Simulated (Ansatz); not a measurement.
# What CoH3 (Pm-3m) distorts into, part 2 of 2

Which phase does CoH3 (Pm-3m) fall into along its unstable mode, and how much energy does it gain?

Ansatz 0.2.0; DFT PBE, scalar-relativistic, plane waves, norm-conserving pseudopotentials.

So far. Step 4 (The mode frozen in, largest atomic shift 0.14 Å): The run ends at a pressure of 1.77 GPa, with forces up to 0.044 eV/Å. Step 5 (Energy along the mode, all amplitudes (two of the runs …): The lowest of the steps tried is at 0.14 Å, 1.59 meV/atom below the parent; the bottom of the well need not coincide with a step.

## 6. Relaxing from the distorted cell

Starting from the lowest point found, all atoms and the cell are let go, so that strain and other modes of the same symmetry can join in.

Contents of input.yaml:

```yaml
crystal:
  lattice:
    - [2.6121745813, 0.0, 0.0]
    - [0.0, 2.6121745813, 0.0]
    - [0.0, 0.0, 2.6121745813]
  atoms:
    - { symbol: Co, position: [0.0, 0.0022991334, 0.0] }
    - { symbol: H, position: [0.0, 0.4464048073, 0.5] }
    - { symbol: H, position: [0.5, -0.0272295284, 0.5] }
    - { symbol: H, position: [0.5, 0.4464048073, 0.0] }
kpoints:
  mp_grid: { grid: [16, 16, 16] }
hamiltonian:
  xc: pbe
  pseudopotentials: { kind: nc }
scf:
  occupations: { method: methfessel_paxton, width: 0.2 }
output:
  forces: true
  stress: true
  eigenvalues: true
relax:
  adjacent_minimum: "off"
  f_tol: 0.002
  max_steps: 120
  cell: { stress_tol: 0.03 }
```

Run with:

```
> ansatz run input.yaml --threads 4 --pin off --max-ram 7168MiB --backend cpu --events-out ev --progress --plain --runs-dir out
```

Numbers of over 12 decimals in the logs are rounded to 6 here.

Log:

```text
[...]
Crystal: 4 atoms, lattice volume = 17.824 Å³
Basis set: ecut = 1306.14654 eV, 1935 PW (Γ), exchange–correlation on 64×64×64 points (8 copies of the dense FFT grid, shifted against one another)
Bands: 14, of which v1, the nominal top of the filled ones, is band 10 counted from 1 (9 counted from 0)
Symmetry: 8 space group operations
[...]
k-points: 405 of 4096 (time reversal used)
[...]
SCF iter   1: F=—  HF=-4211.004298 eV  |F-HF|=—  |Δ(HF+E_count)|=         —  Δρ=8.93e-2  dr2=3.42e-1  ethr=3.10e-3  ⟨swp⟩=5.5  Hψ=27163  notcnv=0
[...]
SCF iter   7: F=-4210.921758 eV  HF=-4210.921758 eV  |F-HF|=4.58e-8  |Δ(HF+E_count)|=   9.41e-7  S|Δr|=    0.00e0  Δρ=2.38e-5  dr2=2.87e-8  ethr=5.00e-10  ⟨swp⟩=8.2  Hψ=32211  notcnv=0
SCF 1 converged in 7 iterations: F = -4210.921758 eV  dr2 = 2.87e-8
relax step   1: F+E_penalty+E_count = -4210.92175832 eV  Δ(F+E_penalty+E_count) = +0.000e0 eV  max|allowed force component| = 4.381e-2 eV/Å  Δτ_max = 0.0000 Å  P = +1.765 GPa  Ω = 17.824 Å³  (7 SCF iters, dr2 threshold 1.00e-7 eV, accepted)
Crystal: 4 atoms, lattice volume = 17.950 Å³
[...]
iter 1 solved again at ethr=1.92e-6 eV; its pass at ethr=3.10e-3 eV (dr2=3.85e-4 eV) is discarded
[...]
SCF iter   5: F=-4210.923929 eV  HF=-4210.923929 eV  |F-HF|=3.89e-9  |Δ(HF+E_count)|=   1.08e-7  S|Δr|=    0.00e0  Δρ=3.75e-5  dr2=2.85e-8  ethr=2.00e-9  ⟨swp⟩=4.9  Hψ=31096  notcnv=0
SCF 2 converged in 5 iterations: F = -4210.923929 eV  dr2 = 2.85e-8
relax step   2: F+E_penalty+E_count = -4210.92392875 eV  Δ(F+E_penalty+E_count) = -2.170e-3 eV  max|allowed force component| = 6.527e-2 eV/Å  Δτ_max = 0.0072 Å  P = +0.366 GPa  Ω = 17.950 Å³  energy of the carried Pulay correction = -5.436e-5 eV  (5 SCF iters, dr2 threshold 4.00e-7 eV, accepted)
Crystal: 4 atoms, lattice volume = 18.031 Å³
[...]
SCF iter   5: F=-4210.924710 eV  HF=-4210.924710 eV  |F-HF|=5.97e-9  |Δ(HF+E_count)|=   1.60e-7  S|Δr|=    0.00e0  Δρ=3.70e-5  dr2=2.40e-8  ethr=2.00e-9  ⟨swp⟩=6.8  Hψ=30604  notcnv=0
SCF 3 converged in 5 iterations: F = -4210.924710 eV  dr2 = 2.40e-8
relax step   3: F+E_penalty+E_count = -4210.92471036 eV  Δ(F+E_penalty+E_count) = -7.816e-4 eV  max|allowed force component| = 9.410e-2 eV/Å  Δτ_max = 0.0044 Å  P = -0.308 GPa  Ω = 18.031 Å³  energy of the carried Pulay correction = -8.937e-5 eV  (5 SCF iters, dr2 threshold 4.00e-7 eV, accepted)
[...]
relax step   4: F+E_penalty+E_count = -4210.92595350 eV  Δ(F+E_penalty+E_count) = -1.243e-3 eV  max|allowed force component| = 9.626e-2 eV/Å  Δτ_max = 0.0121 Å  P = -0.458 GPa  Ω = 18.093 Å³  energy of the carried Pulay correction = -1.158e-4 eV  (5 SCF iters, dr2 threshold 4.00e-7 eV, accepted)
[...]
relax step   5: F+E_penalty+E_count = -4210.92845820 eV  Δ(F+E_penalty+E_count) = -2.505e-3 eV  max|allowed force component| = 6.914e-3 eV/Å  Δτ_max = 0.0350 Å  P = +0.098 GPa  Ω = 18.206 Å³  energy of the carried Pulay correction = -1.639e-4 eV  (6 SCF iters, dr2 threshold 4.00e-7 eV, accepted)
[...]
relax step   6: F+E_penalty+E_count = -4210.92847541 eV  Δ(F+E_penalty+E_count) = -1.721e-5 eV  max|allowed force component| = 3.100e-3 eV/Å  Δτ_max = 0.0036 Å  P = -0.019 GPa  Ω = 18.238 Å³  energy of the carried Pulay correction = -1.775e-4 eV  (5 SCF iters, dr2 threshold 3.48e-8 eV, accepted)
[...]
relax step   7: F+E_penalty+E_count = -4210.92847753 eV  Δ(F+E_penalty+E_count) = -2.121e-6 eV  max|allowed force component| = 5.418e-5 eV/Å  Δτ_max = 0.0003 Å  P = -0.001 GPa  Ω = 18.237 Å³  energy of the carried Pulay correction = -1.770e-4 eV  (4 SCF iters, dr2 threshold 1.59e-8 eV, accepted)
[...]
relax step   8: F+E_penalty+E_count = -4210.92876463 eV  Δ(F+E_penalty+E_count) = -2.871e-4 eV  max|allowed force component| = 1.314e-4 eV/Å  Δτ_max = 0.0000 Å  P = +0.047 GPa  Ω = 18.237 Å³  stress off target by 1.01e-1 GPa  SCF on the basis re-selected at this cell (its energy is not comparable with the rows above)  (6 SCF iters)
[...]
relax step   9: F+E_penalty+E_count = -4210.92876457 eV  Δ(F+E_penalty+E_count) = +6.367e-8 eV  max|allowed force component| = 1.167e-4 eV/Å  Δτ_max = 0.0010 Å  P = +0.002 GPa  Ω = 18.247 Å³  energy of the carried Pulay correction = -4.336e-6 eV  (5 SCF iters, dr2 threshold 2.55e-8 eV, accepted)
[...]
SCF iter   5: F=-4210.928769 eV  HF=-4210.928769 eV  |F-HF|=2.73e-12  |Δ(HF+E_count)|=  9.09e-13  S|Δr|=    0.00e0  Δρ=1.48e-7  dr2=1.86e-12  ethr=1.00e-12  ⟨swp⟩=6.5  Hψ=27800  notcnv=0
SCF 10 converged in 5 iterations: F = -4210.928769 eV  dr2 = 1.86e-12
relax step  10: F+E_penalty+E_count = -4210.92876911 eV  Δ(F+E_penalty+E_count) = -4.545e-6 eV  max|allowed force component| = 1.617e-4 eV/Å  Δτ_max = 0.0000 Å  P = +0.002 GPa  Ω = 18.247 Å³  stress off target by 7.93e-3 GPa  SCF on the basis re-selected at this cell (its energy is not comparable with the rows above)  (5 SCF iters)
[...]
SCF converged after 5 iterations
[...]
Free energy (F): -4210.928769 eV
[...]
Internal energy: -4210.929453 eV  (E = F + TS)
E sigma→0 (E₀):  -4210.928940 eV
Entropy (-TS):   0.000684 eV (0.171 meV/atom)
Fermi energy:    13.596521 eV
[...]
--- Forces (eV/Å), atoms counted from 1 ---
  atom   1  Co     0.00000000     0.00016147     0.00000000
  atom   2  H      0.00000000    -0.00013459     0.00000000
  atom   3  H      0.00000000     0.00010677     0.00000000
  atom   4  H      0.00000000    -0.00013459     0.00000000
  max |Σ_I F_I| component: 9.40e-7 eV/Å
--- Stress (GPa, compression-positive) ---
       -0.000839      -0.000000       0.000000
       -0.000000       0.007931       0.000000
        0.000000       0.000000      -0.000839
  P = ⅓ Tr σ = 0.0021 GPa (0.021 kbar)
--- Band table (eV; the first three rows and the last of 405) ---
  k-point 0: bands = [... 6 lower, 9.0999, 12.6944, 12.6944, 12.7765, 18.4544, 19.7203, 23.7914, 24.3410]
  k-point 1: bands = [... 6 lower, 9.1321, 12.6355, 12.6972, 12.7326, 18.3536, 19.3276, 23.6134, 24.4736]
  k-point 2: bands = [... 6 lower, 9.2387, 12.4739, 12.6075, 12.7083, 17.6990, 18.8131, 23.6246, 24.8621]
  k-point 404: bands = [... 6 lower, 7.4948, 13.2916, 13.3355, 16.6722, 16.6722, 17.5517, 18.8492, 19.7348]
--- Relaxed structure (8 steps of the walk, 8 accepted, 2 SCFs on fresh bases) ---
  F+E_penalty+E_count = -4210.92876911 eV   max|allowed force component| = 1.617e-4 eV/Å   (the final SCF, on the basis selected at the relaxed cell)
  cell:  # Å, volume = 18.2474 Å³
    - [2.608178, 0, 0.0]
    - [0, 2.682415, 0.0]
    - [0.0, 0.0, 2.608178]
  atoms:
    - { symbol: Co, position: [0, 0.025636, 0.0] }
    - { symbol: H, position: [0, 0.435039, 0.5] }
    - { symbol: H, position: [0.5, -0.027834, 0.5] }
    - { symbol: H, position: [0.5, 0.435039, 0.0] }
```

Wall time 2.1 min (4 threads of Arm Neoverse V1, shared host); peak memory 0.74 GiB; 8.4 min of CPU time.

The steps of the relaxation:

```
step  energy less that of the first step (eV)  largest force component (eV/Å)  pressure (GPa)  volume (Å³)
   1                                   0.0000                          0.0438            1.77        17.82
   2                                  -0.0022                          0.0653            0.37        17.95
   3                                  -0.0030                          0.0941           -0.31        18.03
   4                                  -0.0042                          0.0963           -0.46        18.09
   5                                  -0.0067                          0.0069            0.10        18.21
   6                                  -0.0067                          0.0031           -0.02        18.24
   7                                  -0.0067                          0.0001            0.00        18.24
  8*                                  -0.0070                          0.0001            0.05        18.24
   9                                  -0.0070                          0.0001            0.00        18.25
 10*                                  -0.0070                          0.0002            0.00        18.25
```

Relaxation steps marked * repeat the geometry before them on a plane-wave basis chosen anew for their cell, so energy and pressure can jump there.

The run keeps the 8 symmetry operations that it works with, so distortions that break them were not tested.

```
conventional cell, symmetrised  before  after  change
                         a (Å)   2.612  2.608  -0.2 %
                         b (Å)   2.612  2.608  -0.2 %
                         c (Å)   2.612  2.682  +2.7 %
              volume (Å³/atom)    4.46   4.56  +2.4 %
```

The atoms that moved most (Å, as changes of fractional coordinates times the final cell):

```
atom     dx      dy     dz  length
 Co1  0.000   0.063  0.000   0.063
  H2  0.000  -0.030  0.000   0.030
  H4  0.000  -0.030  0.000   0.030
```

Numbers from this step:

```
pressure        : 0.002085 GPa
volume per atom : 4.562 Å³
```

The distorted start has space group P4mm; the relaxation ends in P4mm.

## 7. The new phase in its own primitive cell

The relaxed structure is symmetrised, reduced to its primitive cell and relaxed tightly, as its phonons need.

input.yaml, the sections that differ from step 6:

```yaml
crystal:
  lattice:
    - [2.6081779855, 0.0, 0.0]
    - [0.0, 2.6081779855, 0.0]
    - [0.0, 0.0, 2.6824152396]
  atoms:
    - { symbol: Co, position: [0.0, 0.0, 0.9743635265] }
    - { symbol: H, position: [0.0, 0.5, 0.5649614158] }
    - { symbol: H, position: [0.5, 0.5, 0.0278344223] }
    - { symbol: H, position: [0.5, 0.0, 0.5649614158] }
relax:
  adjacent_minimum: "off"
  f_tol: 0.001
  max_steps: 60
  cell: { stress_tol: 0.01 }
# kpoints, hamiltonian, scf, output: as in step 6
```

Log:

```text
[...]
Crystal: 4 atoms, lattice volume = 18.247 Å³
Basis set: ecut = 1306.14654 eV, 1959 PW (Γ), exchange–correlation on 64×64×64 points (8 copies of the dense FFT grid, shifted against one another)
Bands: 14, of which v1, the nominal top of the filled ones, is band 10 counted from 1 (9 counted from 0)
Symmetry: 8 space group operations
[...]
--- Relaxed structure (1 steps of the walk, 1 accepted, 1 SCFs on fresh bases) ---
[...]
cell:  # Å, volume = 18.2474 Å³
    - [2.6081779855, 0.0, 0.0]
    - [0.0, 2.6081779855, 0.0]
    - [0.0, 0.0, 2.6824152396]
  atoms:
    - { symbol: Co, position: [0.0, 0.0, 0.974364] }
    - { symbol: H, position: [0.0, 0.5, 0.564961] }
    - { symbol: H, position: [0.5, 0.5, 0.0278344223] }
    - { symbol: H, position: [0.5, 0.0, 0.564961] }
[key lines of the parts left out:]
SCF converged after 6 iterations
Free energy (F): -4210.928769 eV
Fermi energy:    13.596521 eV
P = ⅓ Tr σ = 0.0021 GPa (0.021 kbar)
```

Wall time 29 s (4 threads); peak memory 0.73 GiB.

Little changed from the start: no atom moved by 0.005 Å and no cell edge by 0.1 %.

This step gave:

```yaml
pressure: 0.002079 GPa
```

The largest force component left is 0.16 meV/Å and the pressure is 0.002 GPa, within the tolerances set. The cell now holds 4.56 Å³/atom.

## 8. Modes of the new phase

A relaxed structure may still be a saddle point, so its zone-centre modes are computed. No field response is asked, since the mesh shows no gap.

input.yaml: that of step 7 with these lines changed.

```diff
@@ -18,9 +18,4 @@
 output:
-  forces: true
-  stress: true
   eigenvalues: true
-relax:
-  adjacent_minimum: "off"
-  f_tol: 0.001
-  max_steps: 60
-  cell: { stress_tol: 0.01 }
+phonons:
+  method: dfpt
```

Log:

```text
[...]
Crystal: 4 atoms, lattice volume = 18.247 Å³
Basis set: ecut = 1306.14654 eV, 1959 PW (Γ), exchange–correlation on 64×64×64 points (8 copies of the dense FFT grid, shifted against one another)
Bands: 14, of which v1, the nominal top of the filled ones, is band 10 counted from 1 (9 counted from 0)
Symmetry: 8 space group operations
k-points: 729 of 4096 (irreducible under 4 space group operations, time reversal used)
[...]
SCF iter   1: F=—  HF=-4211.043946 eV  |F-HF|=—  |Δ(HF+E_count)|=         —  Δρ=9.03e-2  dr2=4.27e-1  ethr=3.10e-3  ⟨swp⟩=5.5  Hψ=48884  notcnv=0
[...]
SCF iter  10: F=-4210.928769 eV  HF=-4210.928769 eV  |F-HF|=3.64e-12  |Δ(HF+E_count)|=  5.82e-11  S|Δr|=    0.00e0  Δρ=4.27e-7  dr2=8.06e-12  ethr=1.00e-12  ⟨swp⟩=7.9  Hψ=59211  notcnv=0
SCF 1 converged in 10 iterations: F = -4210.928769 eV  dr2 = 8.06e-12
[...]
SCF converged after 10 iterations
[...]
Free energy (F): -4210.928769 eV
[...]
Internal energy: -4210.929453 eV  (E = F + TS)
E sigma→0 (E₀):  -4210.928940 eV
Entropy (-TS):   0.000684 eV (0.171 meV/atom)
Fermi energy:    13.596521 eV
[...]
--- Band table (eV; the first three rows and the last of 729) ---
  k-point 0: bands = [... 6 lower, 9.0999, 12.6944, 12.6944, 12.7765, 18.4544, 19.7203, 23.7914, 24.3410]
  k-point 1: bands = [... 6 lower, 9.0744, 12.6577, 12.6577, 12.7789, 17.9981, 19.6573, 24.0630, 24.4622]
  k-point 2: bands = [... 6 lower, 9.0461, 12.5553, 12.5553, 12.7859, 16.9701, 19.4749, 24.6097, 24.8180]
  k-point 728: bands = [... 6 lower, 7.4948, 13.2916, 13.3355, 16.6722, 16.6722, 17.5517, 18.8492, 19.7348]
[...]
ASR residual: 6.605e-4 → 0.000e0 eV/Å²; symmetrization residual: 3.154e-6 eV/Å²
  ASR residual per site (eV/Å²): 6.61e-4 2.18e-5 6.02e-5 2.18e-5
[...]
```

Run time: 2.2 min. Hardware: 4 threads; peak memory 2.1 GiB; 8.8 min of CPU time.

This step gave:

```
sum-rule residual before enforcement                    : 6.61e-4 eV/Å²
point group                                             : 4mm
highest optical mode at the zone centre (no LO-TO term) : 1095 cm⁻¹
lowest optical zone-centre mode                         : -238.8 cm⁻¹
```

Patterns of degenerate modes are one choice out of their space. Modes at Γ, with each element's share of the kinetic energy (negative means imaginary):

```
mode  frequency (cm⁻¹)  symmetry  Co %  H %
   1            -238.8         E     3   97
   2            -238.8         E     3   97
   3               0.0  acoustic    95    5
   4               0.0  acoustic    95    5
   5               0.0  acoustic    95    5
   6             552.7         E     1   99
   7             552.7         E     1   99
   8             638.9        A1     5   95
   9             669.0        B1     0  100
  10            1025.0         E     0  100
  11            1025.0         E     0  100
  12            1094.7        A1     0  100
```

Displacements in mode 2 (-238.8 cm⁻¹), the largest set to 1:
```
Co1  0.00 -0.03  0.00
H2   0.00  0.22  0.00
H3   0.00  1.00  0.00
H4   0.00  0.31  0.00
```

Displacements in mode 12 (1094.7 cm⁻¹), the largest set to 1:
```
Co1  0.00  0.00  0.00
H2   0.00  0.00 -0.45
H3   0.00  0.00  1.00
H4   0.00  0.00 -0.45
```

Before it was imposed, the acoustic sum rule was missed by 6.6e-4 eV/Å². Small misses are needed for a sound result but don't prove that mesh and cutoff are converged. The lowest optical mode is imaginary, 238.8i cm⁻¹, so the energy falls along it.

## 9. Summary of results

```
unstable mode of the parent                                                      : q = (0, 0, 0), 352i cm⁻¹
depth at the lowest point sampled                                                : 1.59 meV/atom
largest atomic shift at that point                                               : 0.14 Å
space group reached (within 0.01 Å)                                              : P4mm
energy gained over the parent (first relaxation, on the mesh of the frozen mode) : 3.31 meV/atom
volume per atom, phase reached                                                   : 4.56 Å³
lowest optical zone-centre mode, phase reached                                   : -239 cm⁻¹
highest optical mode at the zone centre (no LO-TO term), phase reached           : 1095 cm⁻¹
```

What this shows: Along this mode the structure falls into P4mm, 3.31 meV/atom below the parent. At the parent's cell the well is 1.594 meV/atom deep on the steps tried, with its lowest point at a shift of 0.14 Å. Relaxing atoms and cell changes the gain by +1.72 meV/atom against the lowest step (energies at zero smearing). The new phase still has an imaginary mode at the zone centre of its cell, so it is a saddle point on the way to a lower structure. Of the 3 patterns followed to their end from this parent, this one ends 1.11 meV/atom above the lowest, Amm2. Another end point lies within 1 meV/atom; how such a difference moves with mesh and cutoff was not tested. Each path keeps the symmetry of its pattern, so a lower phase may lie along a pattern not tried. With no gap, or one that is small against the smearing, the frequencies hang on the k mesh and the smearing, most of all near Kohn anomalies. The phonon runs are without spin polarisation, although Co often carries a moment.

[Logs are printed without paths, hosts, clocks, repeated set-up lines and the standing remarks that a program may print on its own settings, such as how far it seeks lower states.]

[Hosts, paths, dates, database ids (printed as entryN), source tags and the programs' standing remarks are cut or masked in the printed files.]
